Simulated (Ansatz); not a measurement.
# O on Os(0001): change of the work function, part 2 of 5

How does O on the hcp site change the work function of Os(0001) as the layer fills?

Ansatz 0.2.0; plane-wave DFT, PBE-D3(BJ), Ansatz PAW (the session's first sound run).

So far, work function, upper face (eV): step 2 (the clean slab) 5.36.

**3. The covered slab, k-mesh 7×7×1, coverage 0.25 ML**

System of this step: O/Os(0001). The cell holds 17 atoms: 16 Os and 1 O. Cell: a = 5.480 Å, b = 5.480 Å, c = 25.808 Å, α = 90.0°, β = 90.0°, γ = 60.0°. Vacuum lies along c.

The clean slab as it ended is repeated in the plane and the adsorbate is set on one face; the cell's size fixes the coverage, and the k-mesh shrinks with it to keep the sampling density about even. Adsorbate and upper layers relax, since the dipole depends on the height.

Contents of input.yaml:

```yaml
crystal:
  lattice:
    - [5.48, 0.0, 0.0]
    - [2.74, 4.7458192128, 0.0]
    - [0.0, 0.0, 25.8075278701]
  atoms:
    - { symbol: Os, position: [0.3333333333, 0.3333333333, 0.348735456] }
    - { symbol: Os, position: [0.0, 0.0, 0.4325571227] }
    - { symbol: Os, position: [0.3333333333, 0.3333333333, 0.5163290273] }
    - { symbol: Os, position: [0.0, 0.0, 0.5977487376] }
    - { symbol: Os, position: [0.3333333333, 0.8333333333, 0.348735456] }
    - { symbol: Os, position: [0.0, 0.5, 0.4325571227] }
    - { symbol: Os, position: [0.3333333333, 0.8333333333, 0.5163290273] }
    - { symbol: Os, position: [0.0, 0.5, 0.5977487376] }
    - { symbol: Os, position: [0.8333333333, 0.3333333333, 0.348735456] }
    - { symbol: Os, position: [0.5, 0.0, 0.4325571227] }
    - { symbol: Os, position: [0.8333333333, 0.3333333333, 0.5163290273] }
    - { symbol: Os, position: [0.5, 0.0, 0.5977487376] }
    - { symbol: Os, position: [0.8333333333, 0.8333333333, 0.348735456] }
    - { symbol: Os, position: [0.5, 0.5, 0.4325571227] }
    - { symbol: Os, position: [0.8333333333, 0.8333333333, 0.5163290273] }
    - { symbol: Os, position: [0.5, 0.5, 0.5977487376] }
    - { symbol: O, position: [0.3333333333, 0.3333333333, 0.651264544] }
kpoints:
  mp_grid: { grid: [7, 7, 1] }
hamiltonian:
  xc: pbe
  dispersion: d3bj
scf:
  occupations: { method: fermi_dirac, width: 0.1 }
  convergence: { dr2_threshold: 1.0e-08 }
efield:
  axis: 3
  dipole_correction: true
  ramp_position: 0.97
  ramp_width: 0.06
relax:
  f_tol: 0.02
  max_steps: 60
  constraints: [{ sites: [0, 1, 4, 5, 8, 9, 12, 13] }]
output:
  bader: true
  dos: { projected: true, e_range: [-8, 4] }
  write_potential: true
  write_density: true
  volumetric_format: npy
  elf: true
```

Started as:

```console
ansatz run input.yaml --threads 4 --pin off --max-ram 12288MiB --backend cpu --events-out ev --progress --plain --runs-dir out
```

Numbers of over 12 decimals in the logs are rounded to 6 here.

The program printed:

```text
[...]
Crystal: 17 atoms, lattice volume = 671.179 Å³
Basis set: ecut = 420 eV, 13053 PW (Γ), exchange–correlation on 80×80×360 points (8 copies of the dense FFT grid, shifted against one another)
Bands: 158, of which v1, the nominal top of the filled ones, is band 131 counted from 1 (130 counted from 0)
Symmetry: 6 space group operations
[...]
k-points: 8 of 49 (time reversal used)
[...]
SCF iter   1: F=—  HF=-182718.097056 eV  |F-HF|=—  |Δ(HF+E_count)|=         —  Δρ=6.78e-3  dr2=6.87e-1  ethr=1.77e-3  p=-0.027 e·Å  D=-7.32e-3 V/Å  ΔV_dip=0.19 eV  dr2_dipole=1.81e-4  V_vac-E_F(+/−)=5.53/5.35 eV  ⟨swp⟩=9.6  Hψ=6232  notcnv=0
[...]
SCF iter  10: F=-182718.114261 eV  HF=-182718.114261 eV  |F-HF|=3.83e-8  |Δ(HF+E_count)|=   4.73e-8  Δρ=6.21e-7  dr2=2.15e-9  ethr=3.82e-12  p=-0.020 e·Å  D=-5.35e-3 V/Å  ΔV_dip=0.14 eV  dr2_dipole=1.44e-10  V_vac-E_F(+/−)=5.51/5.37 eV  ⟨swp⟩=11.8  Hψ=9313  notcnv=0
SCF 1 converged in 10 iterations: F = -182718.114261 eV  dr2 = 2.15e-9
[...]
relax step   1: F+E_penalty+E_count = -182718.11426061 eV  Δ(F+E_penalty+E_count) = +0.000e0 eV  max|allowed force component| = 1.043e0 eV/Å  Δτ_max = 0.0000 Å  (10 SCF iters, accepted)
[...]
SCF iter  10: F=-182718.350905 eV  HF=-182718.350905 eV  |F-HF|=1.58e-8  |Δ(HF+E_count)|=   6.70e-8  Δρ=4.43e-7  dr2=1.42e-9  ethr=3.82e-12  p=-0.006 e·Å  D=-1.61e-3 V/Å  ΔV_dip=0.04 eV  dr2_dipole=6.95e-12  V_vac-E_F(+/−)=5.41/5.37 eV  ⟨swp⟩=11.6  Hψ=9175  notcnv=0
SCF 2 converged in 10 iterations: F = -182718.350905 eV  dr2 = 1.42e-9
[...]
relax step   2: F+E_penalty+E_count = -182718.35090544 eV  Δ(F+E_penalty+E_count) = -2.366e-1 eV  max|allowed force component| = 8.188e-1 eV/Å  Δτ_max = 0.0958 Å  (10 SCF iters, accepted)
SCF iter   1: F=—  HF=-182718.422828 eV  |F-HF|=—  |Δ(HF+E_count)|=         —  Δρ=7.43e-3  dr2=2.56e-1  ethr=8.47e-4  p=-0.006 e·Å  D=-1.61e-3 V/Å  ΔV_dip=0.04 eV  dr2_dipole=3.59e-4  V_vac-E_F(+/−)=5.42/5.38 eV  ⟨swp⟩=5.2  Hψ=3157  notcnv=0
[...]
SCF iter  10: F=-182718.360060 eV  HF=-182718.360060 eV  |F-HF|=1.86e-8  |Δ(HF+E_count)|=   3.18e-8  Δρ=3.68e-7  dr2=1.25e-9  ethr=3.82e-12  p=0.018 e·Å  D=4.95e-3 V/Å  ΔV_dip=-0.13 eV  dr2_dipole=6.26e-12  V_vac-E_F(+/−)=5.24/5.37 eV  ⟨swp⟩=11.4  Hψ=9274  notcnv=0
SCF 3 converged in 10 iterations: F = -182718.360060 eV  dr2 = 1.25e-9
relax step   3: F+E_penalty+E_count = -182718.36005965 eV  Δ(F+E_penalty+E_count) = -9.154e-3 eV  max|allowed force component| = 1.008e0 eV/Å  Δτ_max = 0.1627 Å  (10 SCF iters, accepted)
[...]
relax step   4: F+E_penalty+E_count = -182718.43395042 eV  Δ(F+E_penalty+E_count) = -7.389e-2 eV  max|allowed force component| = 2.328e-1 eV/Å  Δτ_max = 0.0404 Å  (9 SCF iters, accepted)
[...]
relax step   5: F+E_penalty+E_count = -182718.43957464 eV  Δ(F+E_penalty+E_count) = -5.624e-3 eV  max|allowed force component| = 3.588e-2 eV/Å  Δτ_max = 0.0119 Å  (8 SCF iters, accepted)
SCF iter   1: F=—  HF=-182718.439193 eV  |F-HF|=—  |Δ(HF+E_count)|=         —  Δρ=1.83e-4  dr2=2.45e-4  ethr=1.20e-6  p=0.013 e·Å  D=3.43e-3 V/Å  ΔV_dip=-0.09 eV  dr2_dipole=1.40e-5  V_vac-E_F(+/−)=5.28/5.37 eV  ⟨swp⟩=2.2  Hψ=2081  notcnv=0
[...]
SCF iter   6: F=-182718.439693 eV  HF=-182718.439693 eV  |F-HF|=4.56e-8  |Δ(HF+E_count)|=   1.02e-7  Δρ=7.31e-7  dr2=6.27e-9  ethr=3.82e-12  p=0.013 e·Å  D=3.38e-3 V/Å  ΔV_dip=-0.09 eV  dr2_dipole=8.46e-10  V_vac-E_F(+/−)=5.28/5.37 eV  ⟨swp⟩=11.4  Hψ=9335  notcnv=0
SCF 6 converged in 6 iterations: F = -182718.439693 eV  dr2 = 6.27e-9
relax step   6: F+E_penalty+E_count = -182718.43969260 eV  Δ(F+E_penalty+E_count) = -1.180e-4 eV  max|allowed force component| = 1.228e-2 eV/Å  Δτ_max = 0.0027 Å  (6 SCF iters, accepted)
NSCF: frozen V_eff on 8 k-points
[...]
WARN: The input density's exchange-correlation potential varies sharply where the density is thin. Do not read a vacuum level from v_tot or v_xc, or from such a field of the output density. On a cell that repeats whose density bears no net charge and no dipole along the vacuum's axis use v_es (v_loc + v_h of the components); under efield.dipole_correction with no amplitude use v_es + v_field, which holds any external [...]
SCF converged after 6 iterations
Free energy (F): -182718.439693 eV
[...]
Internal energy: -182717.958305 eV  (E = F + TS)
E sigma→0 (E₀):  -182718.198999 eV
Entropy (-TS):   -0.481388 eV (-28.317 meV/atom)
Fermi energy:    5.338455 eV
Dipole field:    D = 0.003361 V/Å  (p = 0.012468 e·Å, saw-weighted, corrected)
Work function:   Φ+ = 5.2817 eV   Φ− = 5.3684 eV
[...]
--- Forces (eV/Å), atoms counted from 1 ---
  atom   1  Os    -0.00000000     0.00000000     0.53674761
  atom   2  Os     0.00000000    -0.00000000    -1.26427568
  atom   3  Os    -0.00000000     0.00000000    -0.00808426
  atom   4  Os     0.00000000    -0.00000000     0.01228302
  atom   5  Os    -0.03858078     0.02227462     0.86010713
  atom   6  Os     0.01812091    -0.01046211    -0.61063305
  atom   7  Os     0.00080654    -0.00046565    -0.00561435
  atom   8  Os     0.00313759    -0.00181149     0.00025615
  atom   9  Os    -0.00000000    -0.04454925     0.86010713
  atom  10  Os    -0.00000000     0.02092423    -0.61063305
  atom  11  Os     0.00000000     0.00093131    -0.00561435
  atom  12  Os     0.00000000     0.00362297     0.00025615
  atom  13  Os     0.03858078     0.02227462     0.86010713
  atom  14  Os    -0.01812091    -0.01046211    -0.61063305
  atom  15  Os    -0.00080654    -0.00046565    -0.00561435
  atom  16  Os    -0.00313759    -0.00181149     0.00025615
  atom  17  O      0.00000000     0.00000000    -0.00902524
  max |Σ_I F_I| component: 6.91e-6 eV/Å
--- Band table (eV; the first three rows and the last of 8) ---
  k-point 0: bands = [... 127 lower, 5.6085, 5.9430, 5.9430, 6.0888, 6.5830, 6.6142, 6.6142, 6.6687, ... 23 higher]
  k-point 1: bands = [... 127 lower, 5.5198, 5.5439, 5.6195, 5.8113, 5.9888, 6.0847, 6.4329, 6.5917, ... 23 higher]
  k-point 2: bands = [... 127 lower, 4.8367, 5.1677, 5.2460, 5.3075, 5.6572, 5.9023, 6.0046, 6.0880, ... 23 higher]
  k-point 7: bands = [... 127 lower, 4.6247, 4.6974, 4.9410, 4.9870, 5.1290, 5.2229, 5.3710, 5.6313, ... 23 higher]
--- Relaxed structure (6 steps of the walk, 6 accepted, 0 SCFs on fresh bases) ---
  F+E_penalty+E_count = -182718.43969260 eV   max|allowed force component| = 1.228e-2 eV/Å
  atoms:
    - { symbol: Os, position: [0.333333, 0.333333, 0.348735456] }
    - { symbol: Os, position: [1.632680918509386e-17, 1.6326809185093856e-17, 0.432557] }
    - { symbol: Os, position: [0.333333, 0.333333, 0.515136] }
    - { symbol: Os, position: [1.645005124058243e-17, 1.608032507411672e-17, 0.596524] }
    - { symbol: Os, position: [0.333333, 0.833333, 0.348735456] }
    - { symbol: Os, position: [2.7755575615628914e-17, 0.500000, 0.432557] }
    - { symbol: Os, position: [0.337961, 0.831020, 0.516969] }
    - { symbol: Os, position: [-0.019118, 0.509559, 0.599881] }
    - { symbol: Os, position: [0.833333, 0.333333, 0.348735456] }
    - { symbol: Os, position: [0.5, 1.6326809185093856e-17, 0.432557] }
    - { symbol: Os, position: [0.831020, 0.337961, 0.516969] }
    - { symbol: Os, position: [0.509559, -0.019118, 0.599881] }
    - { symbol: Os, position: [0.833333, 0.833333, 0.348735456] }
    - { symbol: Os, position: [0.5, 0.500000, 0.432557] }
    - { symbol: Os, position: [0.831020, 0.831020, 0.516969] }
    - { symbol: Os, position: [0.509559, 0.509559, 0.599881] }
    - { symbol: O, position: [0.333333, 0.333333, 0.645698] }
--- Bader charges: 17 sites ---
  site symbol  charge [e]  shift [e]
     0     Os     -0.0654     0.0001
     1     Os      0.0533     0.0001
     2     Os      0.0468     0.0000
     3     Os     -0.0582     0.0001
     4     Os     -0.0693     0.0001
     5     Os      0.0718     0.0001
     6     Os      0.0696     0.0000
     7     Os      0.2406     0.0006
     8     Os     -0.0693     0.0001
     9     Os      0.0718     0.0001
    10     Os      0.0696     0.0000
    11     Os      0.2406     0.0006
    12     Os     -0.0693     0.0001
    13     Os      0.0718     0.0001
    14     Os      0.0696     0.0000
    15     Os      0.2405     0.0006
    16      O     -0.9144     0.0017
  estimated error of the sums over rays = 7.6e-4 e
```

Elapsed: 3.3 min, on 4 threads of Arm Neoverse V2, shared host; peak memory 2.5 GiB; 13 min of CPU time.

This run has no spin polarisation, although Os can carry a moment.

The steps of the relaxation:

```csv
step,energy less that of the first step (eV),largest force component (eV/Å)
1,0.0000,1.0429
2,-0.2366,0.8188
3,-0.2458,1.0076
4,-0.3197,0.2328
5,-0.3253,0.0359
6,-0.3254,0.0123
```

Forces are held to the 6 operations that the run works with; a distortion that breaks them can't arise in this run.

The atoms that moved most (Å):

```csv
atom,dx,dy,dz,length
O17,0.000,0.000,-0.144,0.144
Os16,0.079,0.045,0.055,0.106
Os8,-0.079,0.045,0.055,0.106
Os12,0.000,-0.091,0.055,0.106
Os4,0.000,0.000,-0.032,0.032
Os3,0.000,0.000,-0.031,0.031
Os11,0.000,0.022,0.017,0.027
Os7,0.019,-0.011,0.017,0.027
```

Final coordinates:

```
Os O
1.0
     5.48000    0.00000    0.00000
     2.74000    4.74582    0.00000
     0.00000    0.00000   25.80753
Os O
16 1
Direct
  0.33333 0.33333 0.34874
  0.00000 0.00000 0.43256
  0.33333 0.33333 0.51514
  0.00000 0.00000 0.59652
  0.33333 0.83333 0.34874
  0.00000 0.50000 0.43256
  0.33796 0.83102 0.51697
  0.98088 0.50956 0.59988
  0.83333 0.33333 0.34874
  0.50000 0.00000 0.43256
  0.83102 0.33796 0.51697
  0.50956 0.98088 0.59988
  0.83333 0.83333 0.34874
  0.50000 0.50000 0.43256
  0.83102 0.83102 0.51697
  0.50956 0.50956 0.59988
  0.33333 0.33333 0.64570
```

This step gave:

* energy at zero smearing: -182718.1990 eV
* work function, upper face: 5.282 eV
* work function, lower face: 5.368 eV
* dipole along the normal: 0.01247 e·Å
* step between the vacuum levels: -0.08675 eV

Running mean over 2.16323 Å of the planar mean; the ramp of the sawtooth is left out. The electron's electrostatic potential energy less the Fermi level by z:

z (Å), electron's electrostatic potential energy less the Fermi level (eV) and a bar from the least value:
```
      3.5        5.4 ##############################
      4.0        5.4 ##############################
      4.5        5.4 ##############################
      5.0        5.4 ##############################
      5.5        5.3 ##############################
      6.0        5.3 ##############################
      6.5        5.0 #############################
      7.0        4.0 ############################
      7.5        0.7 #######################
      8.0       -5.1 #############
      8.5      -10.2 #####
      9.0      -12.3 ##
      9.5      -12.6 #
     10.0      -12.8 #
     10.5      -12.9 #
     11.0      -13.0 #
     11.5      -13.1 #
     12.0      -13.1 #
     12.5      -13.1 #
     13.0      -13.1 
     13.5      -13.2 
     14.0      -13.4 
     14.5      -13.4 
     15.0      -13.2 
     15.5      -13.1 #
     16.0      -11.3 ###
     16.5       -6.0 ############
     17.0       -0.3 #####################
     17.5        3.2 ###########################
     18.0        4.7 #############################
     18.5        5.2 ##############################
     19.0        5.3 ##############################
     19.5        5.3 ##############################
     20.0        5.3 ##############################
     20.5        5.3 ##############################
     21.0        5.3 ##############################
     21.5        5.3 ##############################
     22.0        5.3 ##############################
     22.5        5.3 ##############################
```

The density of states has structure finer than the step of the table below, so its rows give means over 0.5 eV, whole bins alone (the curve runs from -8 to 1.98 eV). Peaks (eV: height): -3.88: 45.5, -3.55: 33.2, -2.53: 33.7, -2.23: 43.9, -1.77: 34.4, 1.35: 34.8, 1.65: 34.8.

Table of density of states by energy, zero at the Fermi level; means over each step:

energy (eV), density of states (states/eV a cell) and a bar from the least value:
```
     -7.5        8.7 
     -7.0       14.0 #########
     -6.5       16.3 #############
     -6.0       14.4 ##########
     -5.5       14.5 ##########
     -5.0       19.7 ##################
     -4.5       13.7 ########
     -4.0       14.3 ##########
     -3.5       20.6 ####################
     -3.0       19.7 ##################
     -2.5       26.5 ##############################
     -2.0       23.1 ########################
     -1.5       16.0 ############
     -1.0       12.7 #######
     -0.5       13.2 ########
      0.0       15.5 ###########
      0.5       14.1 #########
      1.0       13.9 #########
      1.5       24.5 ###########################
```

Projected DOS per atom over height of the atomic layer and energy from the Fermi level. Layers: Os4 Os4 Os4 Os4 O from below.

Ten even steps from '_' (0.10 states/eV) to '@' (2.58 states/eV), each cell a mean:
```
==****==..
==------__
--::----__
--::::--__
==::::--__
==::::--__
--....--__
--::::--__
**==--==__
@@====++__
++====++__
====++++__
--====--..
::::::::..
------::..
--======--
::----::::
::==--..::
::====::**
__--==::**
__::::..::
____......
```
Columns: height of the atomic layer (Å) from 9 to 16.7 (not evenly spaced); rows upwards: energy from the Fermi level (eV) from -7.96 to 1.95.

Valence density in the ca plane at fractional y = 0.333, with atoms of Os and O within 0.2 Å of it. It is the smooth field of the valence electrons, not physical close to the nuclei.

Values in e/Å³, 8 rows by 16 columns, each cell a mean:
```
2.3 3.9 0.5 0.5 1.1 4.8 0.9 0.5 0.2 0.0 0.0 0.0 0.0 0.0 0.0 0.0
3.3 5.4 0.5 0.4 1.4 6.6 1.2 0.4 0.2 0.0 0.0 0.0 0.0 0.0 0.0 0.0
0.7 1.2 0.5 0.9 0.5 1.4 0.5 0.9 0.3 0.0 0.0 0.0 0.0 0.0 0.0 0.0
0.4 0.5 0.6 1.3 0.4 0.6 0.4 1.0 0.4 0.1 0.0 0.0 0.0 0.0 0.0 0.0
2.3 3.9 0.5 0.5 1.2 4.7 0.8 0.4 2.4 0.9 0.0 0.0 0.0 0.0 0.0 0.0
3.3 5.4 0.5 0.4 1.7 6.5 1.0 0.4 3.8 1.5 0.0 0.0 0.0 0.0 0.0 0.0
0.7 1.2 0.5 0.9 0.6 1.4 0.4 0.7 0.7 0.2 0.0 0.0 0.0 0.0 0.0 0.0
0.4 0.5 0.6 1.3 0.4 0.6 0.4 1.2 0.4 0.0 0.0 0.0 0.0 0.0 0.0 0.0
```
Columns run along c (16.0 Å, from fractional 0.31 to 0.93 of the cell), rows up along a (5.5 Å). Atoms in or near the plane, at fractional coordinates: Os at (0.35, 0.33), Os at (0.52, 0.33), Os at (0.35, 0.83), Os at (0.52, 0.83), O at (0.65, 0.33).

Electrostatic potential energy in the ca plane at fractional y = 0.333, with atoms of Os and O within 0.2 Å of it. With pseudopotentials it is smooth inside the atoms' cores, unlike the true potential.

Values in eV, 8 rows by 16 columns, each cell a mean:
```
-23 -35   1   0  -9 -41  -7   0   6  10  11  11  11  11  11  11
-30 -42   1   4 -13 -48 -11   4   8  10  11  11  11  11  11  11
 -4 -12  -1 -11  -1 -16   0 -10   3  10  11  11  11  11  11  11
  3  -1  -3 -17   2  -3   2 -14   1  10  11  11  11  11  11  11
-23 -35   1   0 -11 -41  -5   1 -18   1  11  11  11  11  11  11
-30 -42   1   4 -16 -48  -9   4 -30  -5  11  11  11  11  11  11
 -4 -12  -1 -11  -1 -15   1  -7   0   9  11  11  11  11  11  11
  3  -1  -3 -17   2  -3   2 -16   1  10  11  11  11  11  11  11
```
Columns run along c (16.0 Å, from fractional 0.31 to 0.93 of the cell; values clipped at the 3rd and 97th percentile), rows up along a (5.5 Å). Atoms in or near the plane, at fractional coordinates: Os at (0.35, 0.33), Os at (0.52, 0.33), Os at (0.35, 0.83), Os at (0.52, 0.83), O at (0.65, 0.33).

ELF in the ca plane at fractional y = 0.333, with atoms of Os and O within 0.2 Å of it. It is the smooth field of the valence electrons, not physical close to the nuclei.

Ten even steps from '0' (0.00) to '9' (0.86), each cell a mean:
```
25675343333435775343333332000000000000000000
37767433333337667433344442100000000000000000
37657433334337657433344442100000000000000000
36776443333436776333334432100000000000000000
33554343333333553343333321000000000000000000
44433333453333333333443210000000000000000000
44433333453333333333442222100000000000000000
23554343333433553343223677420000000000000000
36777443333436776343237899841000000000000000
37657433333347557333248669962000000000000000
37767433333337677333237779852000000000000000
24665343333435664343225888631000000000000000
33333333443343333333322344210000000000000000
44443323553234443333443211000000000000000000
33333333443333333333443211000000000000000000
```
Columns run along c (16.0 Å, from fractional 0.31 to 0.93 of the cell), rows up along a (5.5 Å). Atoms in or near the plane, at fractional coordinates: Os at (0.35, 0.33), Os at (0.52, 0.33), Os at (0.35, 0.83), Os at (0.52, 0.83), O at (0.65, 0.33).

The relaxation took 6 steps and lowered the energy by 0.33 eV; the largest force on the free atoms ends at 0.012 eV/Å.

By hand: a sheet of dipoles makes a step −p/(ε₀A) in the electron's potential. With e/ε₀ = 180.95 V·Å, p = 0.01247 e·Å and A = 26.01 Å², that is −180.95 × (0.01247) / 26.01 = -0.087 eV, and the two vacuum levels of the run differ by -0.087 eV.

The covered face has 5.28 eV, -0.07 eV against the clean one; the bare back face has moved by -0.02 eV, a measure of how thin the slab is.

(Part 2 of 5 ends here.)

[Logs are printed without paths, hosts, clocks, repeated set-up lines and the standing remarks that a program may print on its own settings, such as how far it seeks lower states.]

[Hosts, paths, dates, database ids (printed as entryN), source tags and the programs' standing remarks are cut or masked in the printed files.]

[Maps of the electrostatic potential energy from Ansatz leave out the sawtooth potential of an applied field or a dipole correction, so their vacuum need not be flat; planar profiles and work functions include it.]

[The density of states shown here was stored with 400 of the rows of the run's finer table, so its peaks can read low, often by over a quarter, or be missed, and its means over a window can be off by a tenth or more.]
